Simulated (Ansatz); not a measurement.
**YZn (Pm-3m): Grüneisen parameters**

Aim: how the phonons of YZn (Pm-3m) shift with volume, and the thermal expansion that follows.

Calculated with Ansatz 0.2.0; DFT PBEsol, scalar-relativistic, plane waves, PAW; PAW set soft_1.

Most raw output is cut from this account.

## (1) The structure

It takes space group Pm-3m (No. 221, cubic). The conventional cell has a = 3.521 Å, b = 3.521 Å, c = 3.521 Å, α = 90.00°, β = 90.00°, γ = 90.00°. Nearest to Y lie 8 Zn at 3.05 Å. Zn has 8 Y at 3.05 Å nearest. Farther neighbours are not listed.

## (2) Response at finite wavevector

The cell comes from relaxations at this level that are not shown. Stability and thermal properties need the whole zone. Linear response on a 4×4×4 q mesh gives force constants as far as a supercell of that size would.

Contents of input.yaml:

```yaml
crystal:
  lattice:
    - [3.5207530252, 0.0, 0.0]
    - [0.0, 3.5207530252, 0.0]
    - [0.0, 0.0, 3.5207530252]
  atoms:
    - { symbol: "Y", position: [0.0, 0.0, 0.0] }
    - { symbol: Zn, position: [0.5, 0.5, 0.5] }
kpoints:
  mp_grid: { grid: [12, 12, 12] }
hamiltonian:
  xc: pbesol
  pseudopotentials: { kind: paw, azcp: { folder: soft_1 }, xc_functional: pbe }
scf:
  occupations: { method: methfessel_paxton, width: 0.2 }
output:
  eigenvalues: true
phonons:
  method: dfpt
  qmesh: [4, 4, 4]
  temperatures: { t_max: 1000, t_step: 50 }
  qpath:
    path:
      - [[0.0, 0.0, 0.0], [0.0, 0.5, 0.0], [0.5, 0.5, 0.0], [0.0, 0.0, 0.0], [0.5, 0.5, 0.5], [0.0, 0.5, 0.0]]
      - [[0.5, 0.5, 0.5], [0.5, 0.5, 0.0]]
    npoints: 10
```

The run is started by

```bash
ansatz run input.yaml --threads 4 --pin off --max-ram 10240MiB --backend cpu --events-out ev --progress --plain --runs-dir out
```

The job ended after 3.7 min (4 threads of Arm Neoverse V2, shared host; peak memory 1.9 GiB; 14 min of CPU time).

This step gave:

```yaml
volume_per_atom: 21.82 Å³
gap_on_the_k_mesh: 0 eV
sum_rule_residual_before_enforcement: 1.22e-4 eV/Å²
lowest_frequency_on_the_path: 0 cm⁻¹
point_group: m-3m
highest_frequency_on_the_path_or_at_a_solved_wavevector: 172.6 cm⁻¹
mean_frequency: 112.1 cm⁻¹
debye_temperature_second_moment: 219 K
logarithmic_mean_frequency: 105.4 cm⁻¹
highest_optical_mode_at_the_zone_centre_no_lo_to_term: 148.0 cm⁻¹
lowest_optical_zone_centre_mode: 148.0 cm⁻¹
lowest_mode_on_the_q_mesh_acoustic_modes_at_gamma_apart: 37.44 cm⁻¹
zero_point_energy_per_atom: 20.85 meV
heat_capacity_at_300_k: 24.29 J/(mol atoms K)
vibrational_entropy_at_300_k: 42.30 J/(mol atoms K)
```

Frequencies (cm⁻¹) solved at each irreducible wavevector; negative means imaginary. Frequencies by wavevector, by row:

```csv
q in reciprocal lattice units,star,mode 1,mode 2,mode 3,mode 4,mode 5,mode 6
0 0 0,1,0,0,0,148,148,148
0 0 0.25,6,63.4,63.4,83.2,140,140,145.8
0 0 -0.5,3,106,107.8,107.8,121.2,121.2,146.7
0 0.25 0.25,12,51.3,74.5,113.5,129,131.7,151.7
0 0.25 -0.5,12,65.4,88,89.3,123,143.9,155.5
0 -0.5 -0.5,3,37.4,37.4,63.8,123.3,172.6,172.6
0.25 0.25 0.25,8,85.3,85.3,93.2,131.4,147.5,147.5
0.25 0.25 -0.5,12,51.6,94,116.1,135.6,136.4,158.6
0.25 -0.5 -0.5,6,74,74,118.5,126.5,165.3,165.3
-0.5 -0.5 -0.5,1,100.8,100.8,100.8,161.4,161.4,161.4
```

Symmetry leaves 10 wavevectors to solve. The lowest mode among them, the acoustic zeros apart, lies at q = (0, -0.5, -0.5) and is real, 37.4 cm⁻¹.

## (3) Relaxing at another volume, volume ratio 0.97

The volume is scaled by 0.97 and held; symmetry leaves nothing to relax, so this is a single point. The modes can then be followed against volume.

input.yaml, the sections that differ from step 2:

```yaml
crystal:
  lattice:
    - [3.4851874317, 0.0, 0.0]
    - [0.0, 3.4851874317, 0.0]
    - [0.0, 0.0, 3.4851874317]
  atoms:
    - { symbol: "Y", position: [0.0, 0.0, 0.0] }
    - { symbol: Zn, position: [0.5, 0.5, 0.5] }
output:
  forces: true
  stress: true
  eigenvalues: true
# kpoints, hamiltonian, scf: as in step 2
# phonons: removed
```

Run time: 0.86 s. Hardware: 4 threads; peak memory 0.36 GiB.

This step gave:

```yaml
pressure: 2.147 GPa
volume_per_atom: 21.17 Å³
```

The run ends at a pressure of 2.15 GPa.

## (4) Phonons at the other volume, volume ratio 0.97

The phonons are repeated at this volume on the same k and q meshes.

input.yaml: that of step 3 with these lines changed.

```diff
@@ -16,4 +16,11 @@
 output:
-  forces: true
-  stress: true
   eigenvalues: true
+phonons:
+  method: dfpt
+  qmesh: [4, 4, 4]
+  temperatures: { t_max: 1000, t_step: 50 }
+  qpath:
+    path:
+      - [[0.0, 0.0, 0.0], [0.0, 0.5, 0.0], [0.5, 0.5, 0.0], [0.0, 0.0, 0.0], [0.5, 0.5, 0.5], [0.0, 0.5, 0.0]]
+      - [[0.5, 0.5, 0.5], [0.5, 0.5, 0.0]]
+    npoints: 10
```

Elapsed: 3.6 min, on 4 threads; peak memory 1.9 GiB.

This step gave:

| Property | Result |
| --- | --- |
| sum-rule residual before enforcement | 3.43e-5 eV/Å² |
| highest frequency on the path or at a solved wavevector | 181.6 cm⁻¹ |
| mean frequency | 117.1 cm⁻¹ |
| Debye temperature (second moment) | 229 K |
| logarithmic mean frequency | 109.4 cm⁻¹ |
| highest optical mode at the zone centre (no LO-TO term) | 156.6 cm⁻¹ |
| lowest optical zone-centre mode | 156.6 cm⁻¹ |
| lowest mode on the q mesh (acoustic modes at Γ apart) | 30.33 cm⁻¹ |
| zero-point energy per atom | 21.78 meV |
| heat capacity at 300 K | 24.23 J/(mol atoms K) |
| vibrational entropy at 300 K | 41.40 J/(mol atoms K) |

Frequencies (cm⁻¹) solved at each irreducible wavevector; negative means imaginary. Frequencies by wavevector, by row:

```csv
q in reciprocal lattice units,star,mode 1,mode 2,mode 3,mode 4,mode 5,mode 6
0 0 0,1,0,0,0,156.6,156.6,156.6
0 0 0.25,6,66.2,66.2,86.5,147.8,147.8,153.2
0 0 -0.5,3,111.8,113,113,127.4,127.4,153
0 0.25 0.25,12,50.2,77.8,118.5,135.3,138.9,160.7
0 0.25 -0.5,12,65.7,89.6,94.3,129.2,152.2,163.8
0 -0.5 -0.5,3,30.3,30.3,69.2,129.5,181.6,181.6
0.25 0.25 0.25,8,87.7,87.7,95.6,139.2,155.5,155.5
0.25 0.25 -0.5,12,50.9,96.1,121.9,141.4,144.5,167
0.25 -0.5 -0.5,6,75.4,75.4,124.4,132,174.2,174.2
-0.5 -0.5 -0.5,1,106.8,106.8,106.8,169.3,169.3,169.3
```

The highest optical mode at the zone centre (no LO-TO term) is 156.6 cm⁻¹, +8.6 cm⁻¹ against the base run.

## (5) Relaxing at another volume, volume ratio 1.03

The volume is scaled by 1.03 and held; symmetry leaves nothing to relax, so this is a single point. The modes can then be followed against volume.

input.yaml, the sections that differ from step 4:

```yaml
crystal:
  lattice:
    - [3.5556142332, 0.0, 0.0]
    - [0.0, 3.5556142332, 0.0]
    - [0.0, 0.0, 3.5556142332]
  atoms:
    - { symbol: "Y", position: [0.0, 0.0, 0.0] }
    - { symbol: Zn, position: [0.5, 0.5, 0.5] }
output:
  forces: true
  stress: true
  eigenvalues: true
# kpoints, hamiltonian, scf: as in step 4
# phonons: removed
```

Elapsed: 0.91 s, on 4 threads; peak memory 0.36 GiB; 3 s of CPU time.

Numbers from this step:

```
pressure        : -1.852 GPa
volume per atom : 22.48 Å³
```

The run ends at a pressure of -1.85 GPa.

## (6) Phonons at the other volume, volume ratio 1.03

input.yaml: that of step 5 with these lines changed.

```diff
@@ -16,4 +16,11 @@
 output:
-  forces: true
-  stress: true
   eigenvalues: true
+phonons:
+  method: dfpt
+  qmesh: [4, 4, 4]
+  temperatures: { t_max: 1000, t_step: 50 }
+  qpath:
+    path:
+      - [[0.0, 0.0, 0.0], [0.0, 0.5, 0.0], [0.5, 0.5, 0.0], [0.0, 0.0, 0.0], [0.5, 0.5, 0.5], [0.0, 0.5, 0.0]]
+      - [[0.5, 0.5, 0.5], [0.5, 0.5, 0.0]]
+    npoints: 10
```

It took 3.8 min on 4 threads; peak memory 2 GiB.

This step gave:

| Property | Result |
| --- | --- |
| sum-rule residual before enforcement | 2.78e-5 eV/Å² |
| highest frequency on the path or at a solved wavevector | 163.9 cm⁻¹ |
| mean frequency | 107.3 cm⁻¹ |
| Debye temperature (second moment) | 208 K |
| logarithmic mean frequency | 101.3 cm⁻¹ |
| highest optical mode at the zone centre (no LO-TO term) | 139.7 cm⁻¹ |
| lowest optical zone-centre mode | 139.7 cm⁻¹ |
| lowest mode on the q mesh (acoustic modes at Γ apart) | 42.45 cm⁻¹ |
| zero-point energy per atom | 19.95 meV |
| heat capacity at 300 K | 24.35 J/(mol atoms K) |
| vibrational entropy at 300 K | 43.24 J/(mol atoms K) |

The highest optical mode at the zone centre (no LO-TO term) is 139.7 cm⁻¹, -8.3 cm⁻¹ against the base run.

## (7) Grüneisen parameters

The Grüneisen parameter of a mode is minus the logarithmic change of its frequency with volume, −d ln ω / d ln V; weighted by heat capacity it gives the expansion.

This step gave:

- bulk modulus: 66.6 GPa

The phonon branches at the labelled points (cm⁻¹):

```csv
point,branch 1,branch 2,branch 3,branch 4,branch 5,branch 6
Γ,0,0,0,148,148,148
halfway,63,63,83,140,140,146
X,106,108,108,121,121,147
halfway,65,88,89,123,144,156
M,37,37,64,123,173,173
halfway,51,74,114,129,132,152
Γ,0,0,0,148,148,148
halfway,85,85,93,131,148,148
R,101,101,101,161,161,161
halfway,52,94,116,136,136,159
X,106,108,108,121,121,147
jump to R,101,101,101,161,161,161
halfway,74,74,118,127,165,165
M,37,37,64,123,173,173
```

The same for volume x 0.97:

```csv
point,branch 1,branch 2,branch 3,branch 4,branch 5,branch 6
Γ,0,0,0,156,156,156
X,112,113,113,127,127,153
M,30,30,69,130,182,182
Γ,0,0,0,156,156,156
R,107,107,107,169,169,169
X,112,113,113,127,127,153
R,107,107,107,169,169,169
M,30,30,69,130,182,182
```

The same for volume x 1.03:

```csv
point,branch 1,branch 2,branch 3,branch 4,branch 5,branch 6
Γ,0,0,0,140,140,140
X,101,103,103,115,115,141
M,42,42,59,117,164,164
Γ,0,0,0,140,140,140
R,95,95,95,154,154,154
X,101,103,103,115,115,141
R,95,95,95,154,154,154
M,42,42,59,117,164,164
```

Mode Grueneisen parameter -dln(w)/dln(V), modes matched by rank; at Γ the acoustic branches take the value of a neighbouring point of the path. Mode grüneisen parameters along the path, in :

```csv
point,branch 1,branch 2,branch 3,branch 4,branch 5,branch 6
Γ,1.29,1.29,1.14,1.89,1.89,1.89
halfway,1.42,1.42,1.30,1.83,1.83,1.66
X,1.76,1.58,1.58,1.68,1.68,1.41
halfway,0.15,0.96,1.48,1.65,1.88,1.76
M,-5.64,-5.64,2.77,1.65,1.71,1.71
halfway,-0.62,1.43,1.44,1.59,1.78,1.92
Γ,-1.94,1.29,1.45,1.89,1.89,1.89
halfway,0.96,0.96,0.86,1.93,1.77,1.77
R,1.92,1.92,1.92,1.61,1.61,1.61
halfway,-0.45,0.76,1.64,1.57,1.79,1.72
X,1.76,1.58,1.58,1.68,1.68,1.41
jump to R,1.92,1.92,1.92,1.61,1.61,1.61
halfway,0.63,0.63,1.60,1.42,1.75,1.75
M,-5.64,-5.64,2.77,1.65,1.71,1.71
```

(dS/dlnV)/C_V. The thermodynamic Grueneisen parameter by temperature:

```csv
temperature (K),thermodynamic Grueneisen parameter
50,0.996
100,1.2
150,1.24
200,1.25
250,1.26
300,1.26
350,1.27
400,1.27
450,1.27
500,1.27
550,1.27
600,1.27
650,1.27
700,1.27
750,1.27
800,1.27
850,1.27
900,1.27
950,1.27
1000,1.27
```

Gamma C_V/(B V) at the static volume. The volume expansion by temperature:

```csv
temperature (K),volume expansion (1e-6/K)
50,13.3
100,27.3
150,31.9
200,33.7
250,34.6
300,35.1
350,35.4
400,35.6
450,35.8
500,35.9
550,35.9
600,36.0
650,36.0
700,36.1
750,36.1
800,36.1
850,36.1
900,36.1
950,36.2
1000,36.2
```

## (8) Summary of results

```yaml
bulk_modulus: 66.6 GPa
thermodynamic_grueneisen_parameter_at_300_k: 1.265
volume_expansion_at_300_k_estimated: 35.11 × 10⁻⁶ K⁻¹
```

In words: By this estimate the volume grows by 35.1 × 10⁻⁶ per kelvin at 300 K. The highest optical mode at Γ goes from 157 to 140 cm⁻¹ as the cell grows, a Grüneisen parameter of 1.90. Mode parameters on the path run from -5.6 to 2.8, with a median of 1.6. Modes with negative values stiffen as the cell grows and pull against the expansion. Branches are matched by rank, so values near crossings are rough. The expansion is the Grüneisen estimate at the static volume, with the static bulk modulus. With no gap, or one that is small against the smearing, the frequencies hang on the k mesh and the smearing, most of all near Kohn anomalies. The phonon runs are without spin polarisation, although the cell has an odd electron count. The PAW files were made for PBE and serve the other functionals too.

[Logs are printed without paths, hosts, clocks, repeated set-up lines and the standing remarks that a program may print on its own settings, such as how far it seeks lower states.]

[Hosts, paths, dates, database ids (printed as entryN), source tags and the programs' standing remarks are cut or masked in the printed files.]
